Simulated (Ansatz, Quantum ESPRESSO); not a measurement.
## Lattice dynamics of KAl (Pm-3m) in two programs

How does KAl (Pm-3m) vibrate, and is this structure a minimum?

Main program and level: Quantum ESPRESSO 7.5; DFT PBE, scalar-relativistic, plane waves, SPMS norm-conserving pseudopotentials.

Report form: the programs' logs are mostly left out.

The structure was built from a prototype and need not be the compound's stable phase.

## (1) The structure

It takes space group Pm-3m (No. 221, cubic). The conventional cell has a = 4.381 Å, b = 4.381 Å, c = 4.381 Å, α = 90.00°, β = 90.00°, γ = 90.00°. Nearest to Al lie 8 K at 3.79 Å. Nearest to K lie 8 Al at 3.79 Å. Farther neighbours are not listed.

## (2) A first look

Before anything dear is run, a loose run with smearing shows whether this is a metal and how far the cell is from rest.

The input, probe.in:

```
 &control
    calculation='scf',
    prefix='x',
    outdir='./tmp',
    pseudo_dir='./pseudo',
    tprnfor=.true.,
    tstress=.true.,
    verbosity='high',
 /
 &system
    ibrav=0,
    nat=2,
    ntyp=2,
    ecutwfc=60.0,
    occupations='smearing',
    smearing='gaussian',
    degauss=0.01,
 /
 &electrons
    conv_thr=1.0d-07,
    mixing_beta=0.7,
    electron_maxstep=100,
 /
ATOMIC_SPECIES
 Al     26.9815  Al.upf
 K      39.0983  K.upf
CELL_PARAMETERS angstrom
     4.380822180    0.000000000    0.000000000
     0.000000000    4.380822180    0.000000000
     0.000000000    0.000000000    4.380822180
ATOMIC_POSITIONS crystal
 Al     0.000000000   0.000000000   0.000000000
 K      0.500000000   0.500000000   0.500000000
K_POINTS automatic
 4 4 4 0 0 0
```

On the command line:

```console
OMP_NUM_THREADS=1 mpirun -n 4 pw.x -nk 4 -in probe.in > probe.out
```

Run time: 2.5 s. Hardware: 4 MPI ranks of Arm Neoverse V2, shared host.

Read from the output:

| Item | Value |
| --- | --- |
| volume per atom | 42.04 Å³ |
| pressure | -1.524 GPa |
| gap on the k-mesh | 0 eV |

No gap opens on this mesh, so smearing is kept; the start stands at -1.5 GPa.

## (3) Relaxation

The relaxation runs at a cutoff a fifth above that of the response, since stress converges more slowly with the basis than frequencies do. Forces and stress are brought to rest with tight thresholds.

The input, relax.in:

```
 &control
    calculation='vc-relax',
    prefix='x',
    outdir='./tmp',
    pseudo_dir='./pseudo',
    tprnfor=.true.,
    tstress=.true.,
    forc_conv_thr=2.0d-05,
    etot_conv_thr=1.0d-07,
    nstep=40,
 /
 &system
    ibrav=0,
    nat=2,
    ntyp=2,
    ecutwfc=72,
    occupations='smearing',
    smearing='mp',
    degauss=0.02,
 /
 &electrons
    conv_thr=1.0d-11,
    mixing_beta=0.7,
    electron_maxstep=100,
 /
 &ions
 /
 &cell
    press_conv_thr=0.2,
 /
ATOMIC_SPECIES
 Al     26.9815  Al.upf
 K      39.0983  K.upf
CELL_PARAMETERS angstrom
     4.380822180    0.000000000    0.000000000
     0.000000000    4.380822180    0.000000000
     0.000000000    0.000000000    4.380822180
ATOMIC_POSITIONS crystal
 Al     0.000000000   0.000000000   0.000000000
 K      0.500000000   0.500000000   0.500000000
K_POINTS automatic
 8 8 8 0 0 0
```

On the command line:

```console
OMP_NUM_THREADS=1 mpirun -n 4 pw.x -nk 4 -in relax.in > relax.out
```

Elapsed: 54 s, on 4 MPI ranks; 3.6 min of CPU time.

Relaxation path:

| step | energy less that of the first step (eV) | largest force (eV/Å) | pressure (GPa) | volume (Å³) |
| --- | --- | --- | --- | --- |
| 1 | 0.0000 | 0.0000 | -1.63 | 84.07 |
| 2 | -0.0070 | 0.0000 | -1.59 | 83.38 |
| 3 | -0.0171 | 0.0000 | -1.52 | 82.34 |
| 4 | -0.0311 | 0.0000 | -1.40 | 80.80 |
| 5 | -0.0496 | 0.0000 | -1.20 | 78.52 |
| 6 | -0.0708 | 0.0000 | -0.83 | 75.18 |
| 7 | -0.0853 | 0.0000 | -0.09 | 70.36 |
| 8 | -0.0855 | 0.0000 | 0.01 | 69.79 |
| 9 | -0.0855 | 0.0000 | 0.00 | 69.85 |
| 10 | -0.0855 | 0.0000 | 0.00 | 69.85 |
| 11 | -0.0855 | 0.0000 | 0.00 | 69.85 |

| conventional cell, symmetrised | before | after | change |
| --- | --- | --- | --- |
| a (Å) | 4.381 | 4.118 | -6.0 % |
| b (Å) | 4.381 | 4.118 | -6.0 % |
| c (Å) | 4.381 | 4.118 | -6.0 % |
| volume (Å³/atom) | 42.04 | 34.93 | -16.9 % |

Final coordinates:

```xyz
2
Lattice="4.1184 0.0000 0.0000 0.0000 4.1184 0.0000 0.0000 0.0000 4.1184" Properties=species:S:1:pos:R:3 pbc="T T T"
Al    0.0000    0.0000    0.0000
K     2.0592    2.0592    2.0592
```

The last row of the table of steps is pw.x's closing run on a basis chosen anew for the final cell, so its energy can jump.

Numbers from this step:

* volume per atom: 34.93 Å³
* pressure: 0 GPa

The volume changes by -16.9 % from the cell with which this run began.

## (4) Self-consistent run for the response

Perturbation theory inherits every error of the wavefunctions, so the threshold is set near the limit of the arithmetic. Smearing stays on, as the first look found no gap above 0.3 eV.

The input, scf.in:

```
 &control
    calculation='scf',
    prefix='x',
    outdir='./tmp',
    pseudo_dir='./pseudo',
    tprnfor=.true.,
    tstress=.true.,
 /
 &system
    ibrav=0,
    nat=2,
    ntyp=2,
    ecutwfc=60.0,
    occupations='smearing',
    smearing='mp',
    degauss=0.02,
 /
 &electrons
    conv_thr=1.0d-12,
    mixing_beta=0.7,
    electron_maxstep=100,
 /
ATOMIC_SPECIES
 Al     26.9815  Al.upf
 K      39.0983  K.upf
CELL_PARAMETERS angstrom
     4.118412355    0.000000000    0.000000000
     0.000000000    4.118412355    0.000000000
     0.000000000    0.000000000    4.118412355
ATOMIC_POSITIONS crystal
 Al     0.000000000   0.000000000   0.000000000
 K      0.500000000   0.500000000   0.500000000
K_POINTS automatic
 8 8 8 0 0 0
```

On the command line:

```console
OMP_NUM_THREADS=1 mpirun -n 4 pw.x -nk 4 -in scf.in > scf.out
```

Run time: 5 s. Hardware: 4 MPI ranks.

This step gave:

```yaml
pressure: -0.001 GPa
```

The cell stands at -0.001 GPa, close enough for phonons.

## (5) Phonons on a q mesh

Linear response treats each wavevector in the unit cell, with no supercell; the 2×2×2 mesh fixes the range of the force constants to be had.

The input, ph.in:

```
phonons
 &inputph
    prefix='x',
    outdir='./tmp',
    fildyn='x.dyn',
    tr2_ph=1.0d-18,
    alpha_mix(1)=0.4,
    nmix_ph=8,
    ldisp=.true.,
    nq1=2,
    nq2=2,
    nq3=2,
 /
```

On the command line:

```console
OMP_NUM_THREADS=1 mpirun -n 4 ph.x -nk 4 -in ph.in > ph.out
```

Run time: 5.3 min. Hardware: 4 MPI ranks; 21 min of CPU time.

Read from the output:

```
largest acoustic frequency at the zone centre before the sum rule  : -1.25 cm⁻¹
highest optical zone-centre mode (no LO-TO term)                   : 157.6 cm⁻¹
lowest optical zone-centre mode                                    : 157.6 cm⁻¹
lowest mode on the q mesh (acoustic ones at the zone centre apart) : -93.63 cm⁻¹
```

Frequencies (cm⁻¹) at each irreducible wavevector; negative means imaginary. Frequencies by wavevector:

| q (fractions) | star | mode 1 | mode 2 | mode 3 | mode 4 | mode 5 | mode 6 |
| --- | --- | --- | --- | --- | --- | --- | --- |
| 0 0 0 | 1 | -1.25 | -1.25 | -1.25 | 157.6 | 157.6 | 157.6 |
| 0 0 -0.5 | 3 | -54.83 | 101.1 | 101.1 | 122.6 | 130 | 130 |
| 0 -0.5 -0.5 | 3 | -93.63 | -93.63 | 97.4 | 135.5 | 147.3 | 147.3 |
| -0.5 -0.5 -0.5 | 1 | -65.99 | -65.99 | -65.99 | 126.8 | 126.8 | 126.8 |

The acoustic modes at Γ come out as far as 1.2 cm⁻¹ from zero, where they should vanish, a small numerical error.

## (6) Force constants in real space

The dynamical matrices of the mesh are Fourier-transformed to force constants in real space.

The input, q2r.in:

```
 &input
    fildyn='x.dyn',
    zasr='simple',
    flfrc='x.fc',
 /
```

On the command line:

```console
q2r.x < q2r.in > q2r.out
```

It took 0.47 s on 1 thread.

## (7) Dispersion

From the force constants any wavevector is cheap; points of the mesh come back as solved, but for the sum rule and, in polar crystals, the LO-TO term at Γ; the rest is interpolation.

The input, matdyn.in:

```
 &input
    asr='simple',
    flfrc='x.fc',
    flfrq='x.freq',
    flvec='x.modes',
    q_in_band_form=.true.,
    q_in_cryst_coord=.true.,
 /
8
  0.0000000   0.0000000   0.0000000  12  ! GAMMA
  0.0000000   0.5000000   0.0000000  12  ! X
  0.5000000   0.5000000   0.0000000  12  ! M
  0.0000000   0.0000000   0.0000000  12  ! GAMMA
  0.5000000   0.5000000   0.5000000  12  ! R
  0.0000000   0.5000000   0.0000000   1  ! X
  0.5000000   0.5000000   0.5000000  12  ! R
  0.5000000   0.5000000   0.0000000   1  ! M
```

On the command line:

```console
matdyn.x -in matdyn.in > matdyn.out
```

Run time: 0.47 s. Hardware: 1 thread.

Read from the output:

```
lowest frequency on the path : -93.63 cm⁻¹
```

Matdyn.x, sum rule simple. Phonon branches along the path, in cm⁻¹:

| point | branch 1 | branch 2 | branch 3 | branch 4 | branch 5 | branch 6 |
| --- | --- | --- | --- | --- | --- | --- |
| Γ | 0 | 0 | 0 | 158 | 158 | 158 |
| halfway | -7 | 63 | 63 | 136 | 149 | 149 |
| X | -55 | 101 | 101 | 123 | 130 | 130 |
| halfway | -82 | 40 | 99 | 129 | 133 | 144 |
| M | -94 | -94 | 97 | 136 | 147 | 147 |
| halfway | -56 | 80 | 81 | 112 | 143 | 149 |
| Γ | 0 | 0 | 0 | 158 | 158 | 158 |
| halfway | 24 | 24 | 67 | 123 | 138 | 138 |
| R | -66 | -66 | -66 | 127 | 127 | 127 |
| halfway | -83 | 40 | 84 | 113 | 129 | 145 |
| X | -55 | 101 | 101 | 123 | 130 | 130 |
| jump to R | -66 | -66 | -66 | 127 | 127 | 127 |
| halfway | -82 | -82 | 84 | 113 | 138 | 138 |
| M | -94 | -94 | 97 | 136 | 147 | 147 |

Lowest modes at the softest wavevector of the mesh; phase exp(i q.(R + tau)). The modes at q = (0.500, 0.500, 0.000) (shares of kinetic energy by element, %) (negative means imaginary):

| mode | frequency (cm⁻¹) | Al % | K % |
| --- | --- | --- | --- |
| 1 | -93.6 | 79 | 21 |
| 2 | -93.6 | 79 | 21 |
| 3 | 97.4 | 0 | 100 |
| 4 | 135.5 | 100 | 0 |
| 5 | 147.3 | 21 | 79 |
| 6 | 147.3 | 21 | 79 |

Displacements in mode 2 (-93.6 cm⁻¹), the largest set to 1, in the home cell:
```
Al1 1.00 0.00 0.00
K2  0.00 0.43 0.00
```

Displacements in mode 5 (147.3 cm⁻¹), the largest set to 1, in the home cell:
```
Al1  0.00  0.62  0.00
K2  -1.00  0.00  0.00
```

Force constants by pair (phonopy on the run's constants); pairs near half the supercell's span include their periodic images. Pair force constants, by row:

| atom | neighbour | distance (Å) | third of the trace (eV/Å²) | along the pair's line (eV/Å²) |
| --- | --- | --- | --- | --- |
| Al1 | itself | 0 | 0.6801 | – |
| Al1 | K | 3.567 | -0.1823 | -0.5538 |
| Al1 | Al | 4.118 | 0.3069 | 0.978 |
| Al1 | Al | 5.824 | -0.0556 | -0.0622 |
| Al1 | Al | 7.133 | 0.0247 | 0.0247 |
| K2 | itself | 0 | 1.828 | – |
| K2 | Al | 3.567 | -0.1823 | -0.5538 |
| K2 | K | 4.118 | -0.1336 | -0.3869 |
| K2 | K | 5.824 | 0.019 | 0.0306 |
| K2 | K | 7.133 | -0.0253 | -0.0253 |

Mode patterns, pair constants, displacements and means over the zone were worked out by phonopy from the force constants of q2r.x.

The path dips to 94i cm⁻¹.

## (8) Density of states

Sums over the zone need many more wavevectors than were solved, so the interpolation is sampled on a dense mesh.

The input, matdyn.in:

```
 &input
    asr='simple',
    flfrc='x.fc',
    dos=.true.,
    fldos='x.dos',
    nk1=11,
    nk2=11,
    nk3=11,
    deltaE=0.3,
 /
```

On the command line:

```console
matdyn.x -in matdyn.in > matdyn.out
```

Elapsed: 2.8 s, on 1 thread.

This step gave:

| Item | Value |
| --- | --- |
| share of modes beyond 3i cm⁻¹ on the dense interpolated mesh | 0.2226 |

The phonon density of states has structure finer than the step of the table below, so its rows give means over 10 cm⁻¹, whole bins alone (the curve runs from -92.1 to 157 cm⁻¹). Peaks (cm⁻¹: height): total -80.1: 0.0354, 99.9: 0.0720, 122.4: 0.0798, 146.4: 0.209; Al -80.1: 0.0290, 90.9: 0.0193, 134.4: 0.0390, 146.4: 0.0746; K 99.9: 0.0603, 122.4: 0.0648, 146.4: 0.135.

Tetrahedra. Phonon density of states against wavenumber; means over each step; values in 1/cm⁻¹/cell:

| wavenumber (cm⁻¹) | total | Al | K |
| --- | --- | --- | --- |
| -80 | 0.0306 | 0.0250 | 0.00556 |
| -70 | 0.0293 | 0.0242 | 0.00515 |
| -60 | 0.0209 | 0.0168 | 0.00401 |
| -50 | 0.0134 | 0.0102 | 0.00321 |
| -40 | 0.00984 | 0.00697 | 0.00287 |
| -30 | 0.00812 | 0.00560 | 0.00252 |
| -20 | 0.00663 | 0.00465 | 0.00198 |
| -10 | 0.00495 | 0.00348 | 0.00147 |
| 0 | 0.00443 | 0.00318 | 0.00125 |
| 10 | 0.00383 | 0.00288 | 9.5e-4 |
| 20 | 0.00399 | 0.00297 | 0.00101 |
| 30 | 0.00671 | 0.00462 | 0.00210 |
| 40 | 0.00883 | 0.00577 | 0.00306 |
| 50 | 0.0118 | 0.00716 | 0.00463 |
| 60 | 0.0146 | 0.00866 | 0.00596 |
| 70 | 0.0172 | 0.0101 | 0.00709 |
| 80 | 0.0215 | 0.0124 | 0.00918 |
| 90 | 0.0361 | 0.0169 | 0.0192 |
| 100 | 0.0375 | 0.00834 | 0.0291 |
| 110 | 0.0202 | 0.00397 | 0.0162 |
| 120 | 0.0634 | 0.0148 | 0.0486 |
| 130 | 0.0654 | 0.0295 | 0.0359 |
| 140 | 0.0859 | 0.0346 | 0.0513 |
| 150 | 0.0668 | 0.0283 | 0.0385 |

## (9) Zone-centre analysis

A rigid shift of the crystal must cost nothing, but grids and finite bases break this; the acoustic sum rule is imposed before the matrix is diagonalised again.

The input, dynmat.in:

```
 &input
    fildyn='x.dyn1',
    asr='simple',
    fileig='dynmat.eig',
 /
```

On the command line:

```console
dynmat.x -in dynmat.in > dynmat.out
```

Run time: 0.47 s. Hardware: 1 thread.

Unit eigenvectors of the mass-weighted matrix after the sum rule; no LO-TO term. The modes at Γ (shares of kinetic energy by element, %):

| mode | frequency (cm⁻¹) | symmetry | Al % | K % |
| --- | --- | --- | --- | --- |
| 1 | 0.0 | acoustic | 41 | 59 |
| 2 | 0.0 | acoustic | 41 | 59 |
| 3 | 0.0 | acoustic | 41 | 59 |
| 4 | 157.6 | T1u | 59 | 41 |
| 5 | 157.6 | T1u | 59 | 41 |
| 6 | 157.6 | T1u | 59 | 41 |

Displacements in mode 5 (157.6 cm⁻¹), the largest set to 1:
```
Al1  0.00  0.00  1.00
K2   0.00  0.00 -0.69
```

The rule moves no optical mode by more than 0.1 cm⁻¹.

## (10) Sum rules set otherwise: a sum rule for molecules or wires on a crystal

This rule also removes rotations, which suits wires and not a crystal; it is tried to see the harm.

The input, dynmat.in:

```
 &input
    fildyn='x.dyn1',
    asr='one-dim',
    fileig='dynmat.eig',
 /
```

On the command line:

```console
dynmat.x -in dynmat.in > dynmat.out
```

Elapsed: 0.47 s, on 1 thread.

The run ended normally, but on settings that are not sound.

The fault: a sum rule for molecules or wires on a crystal; 1 optical mode is projected out to zero frequency, as if it were a rotation.

For a crystal the rule has to be 'simple' or 'crystal'.

Zone-centre frequencies as printed; negative means imaginary. Modes:

| mode | frequency (cm⁻¹) |
| --- | --- |
| 1 | 0 |
| 2 | 0 |
| 3 | 0 |
| 4 | 0 |
| 5 | 157.6 |
| 6 | 157.6 |

## (11) Sum rules set otherwise (asr crystal)

The rule can be imposed in more than one way; the choices should agree where the raw error is small.

The input, dynmat.in:

```
 &input
    fildyn='x.dyn1',
    asr='crystal',
    fileig='dynmat.eig',
 /
```

On the command line:

```console
dynmat.x -in dynmat.in > dynmat.out
```

Run time: 0.47 s. Hardware: 1 thread.

Zone-centre frequencies as printed; negative means imaginary. Modes:

| mode | frequency (cm⁻¹) |
| --- | --- |
| 1 | 0 |
| 2 | 0 |
| 3 | 0 |
| 4 | 157.6 |
| 5 | 157.6 |
| 6 | 157.6 |

Against the first rule no mode moves by more than 0.1 cm⁻¹.

## (12) The dispersion under another sum rule (asr no)

The sum rule corrects the force constants themselves, so it can shift branches at any wavevector, low ones most.

The input, matdyn.in:

```
 &input
    asr='no',
    flfrc='x.fc',
    flfrq='x.freq',
    flvec='x.modes',
    q_in_band_form=.true.,
    q_in_cryst_coord=.true.,
 /
8
  0.0000000   0.0000000   0.0000000   8  ! GAMMA
  0.0000000   0.5000000   0.0000000   8  ! X
  0.5000000   0.5000000   0.0000000   8  ! M
  0.0000000   0.0000000   0.0000000   8  ! GAMMA
  0.5000000   0.5000000   0.5000000   8  ! R
  0.0000000   0.5000000   0.0000000   1  ! X
  0.5000000   0.5000000   0.5000000   8  ! R
  0.5000000   0.5000000   0.0000000   1  ! M
```

On the command line:

```console
matdyn.x -in matdyn.in > matdyn.out
```

Run time: 0.47 s. Hardware: 1 thread.

At the labelled points the branches move by no more than 1.4 cm⁻¹.

## (13) A second program

The same cell goes through another code, with its own cutoff. The potentials differ. Its k mesh is centred on Γ.

This step: DFT PBE, scalar-relativistic, plane waves, PseudoDojo norm-conserving pseudopotentials (Ansatz 0.2.0).

The input, input.yaml:

```yaml
crystal:
  lattice:
    - [4.118412355, 0.0, 0.0]
    - [0.0, 4.118412355, 0.0]
    - [0.0, 0.0, 4.118412355]
  atoms:
    - { symbol: Al, position: [0.0, 0.0, 0.0] }
    - { symbol: K, position: [0.5, 0.5, 0.5] }
kpoints:
  mp_grid: { grid: [8, 8, 8] }
hamiltonian:
  xc: pbe
  pseudopotentials: { kind: nc, accuracy: standard }
scf:
  occupations: { method: methfessel_paxton, width: 0.27211 }
output:
  eigenvalues: true
phonons:
  method: dfpt
  qmesh: [2, 2, 2]
  temperatures: { t_max: 1000, t_step: 50 }
  qpath:
    path:
      - [[0.0, 0.0, 0.0], [0.0, 0.5, 0.0], [0.5, 0.5, 0.0], [0.0, 0.0, 0.0], [0.5, 0.5, 0.5], [0.0, 0.5, 0.0]]
      - [[0.5, 0.5, 0.5], [0.5, 0.5, 0.0]]
    npoints: 12
```

On the command line:

```console
ansatz run input.yaml --threads 4 --pin off --max-ram 8192MiB --backend cpu --events-out ev --progress --plain --runs-dir out
```

Elapsed: 37 s, on 4 threads; peak memory 1 GiB.

Read from the output:

```
sum-rule residual before enforcement                               : 9.74e-5 eV/Å²
lowest frequency on the path                                       : -93.64 cm⁻¹
share of modes beyond 3i cm⁻¹ on the dense interpolated mesh       : 0.2362
lowest mode on the q mesh (acoustic ones at the zone centre apart) : -93.64 cm⁻¹
```

## (14) The two compared: QE SPMS and Ansatz, PseudoDojo

Worked out from the results:

```yaml
root_mean_square_difference: 0.07 cm⁻¹
largest_difference: 0.14 cm⁻¹
root_mean_square_difference_on_the_path: 0.1 cm⁻¹
largest_difference_on_the_path: 0.4 cm⁻¹
```

The 12 of 21 modes that differ most. Frequencies side by side:

| q (reciprocal lattice) | mode | QE SPMS (cm⁻¹) | Ansatz, PseudoDojo (cm⁻¹) |
| --- | --- | --- | --- |
| 0 0 0 | 4 | 157.6 | 157.6 |
| 0 0 0 | 5 | 157.6 | 157.6 |
| 0 0 0 | 6 | 157.6 | 157.6 |
| 0 0 -0.5 | 1 | -54.83 | -54.97 |
| 0 0 -0.5 | 5 | 130 | 129.9 |
| 0 0 -0.5 | 6 | 130 | 129.9 |
| 0 -0.5 -0.5 | 4 | 135.5 | 135.5 |
| 0 -0.5 -0.5 | 5 | 147.3 | 147.3 |
| 0 -0.5 -0.5 | 6 | 147.3 | 147.3 |
| -0.5 -0.5 -0.5 | 1 | -65.99 | -66.12 |
| -0.5 -0.5 -0.5 | 2 | -65.99 | -66.12 |
| -0.5 -0.5 -0.5 | 3 | -65.99 | -66.12 |

The interpolated bands of the two lie on top of each other.

At the solved wavevectors the largest difference (acoustic modes at Γ apart) is 0.09 % of the highest mode.

## (15) What came out

| Property | Result |
| --- | --- |
| space group after relaxation | Pm-3m |
| volume per atom | 34.9 Å³ |
| highest optical zone-centre mode (no LO-TO term) | 157.6 cm⁻¹ |
| q mesh | 2×2×2 |
| lowest mode on the q mesh (acoustic ones at the zone centre apart) | -93.6 cm⁻¹ |
| imaginary modes on the q mesh | yes |
| largest difference from Ansatz, PseudoDojo | 0.14 cm⁻¹ |

What this shows: KAl (Pm-3m) is unstable: a mode solved on the 2×2×2 mesh is imaginary, 94i cm⁻¹; its spectrum reaches 158 cm⁻¹. At the PBE level the optical modes of KAl (Pm-3m) at the zone centre lie at 158 cm⁻¹. The most unstable solved mode lies at q = (0, -0.5, -0.5), on the zone boundary, so the distortion that it points to doubles the cell. QE SPMS and Ansatz, PseudoDojo agree to 0.14 cm⁻¹ (0.09 % of the highest mode compared) on all solved modes but the acoustic ones at Γ, without the LO-TO term. These are harmonic frequencies at zero temperature: anharmonic shifts and linewidths and thermal expansion are left out. In a metal the frequencies hang on the k mesh and the smearing, most of all near Kohn anomalies. The q mesh stands for a supercell only 8.2 Å across, so branches between the solved wavevectors are rough. The structure is a hypothetical one, built on a prototype.

[Host names and launcher messages were left out of these logs when they were recorded.]

[Logs are printed without paths, hosts, clocks, repeated set-up lines and the standing remarks that a program may print on its own settings, such as how far it seeks lower states.]

[Hosts, paths, dates, database ids (printed as entryN), source tags and the programs' standing remarks are cut or masked in the printed files.]
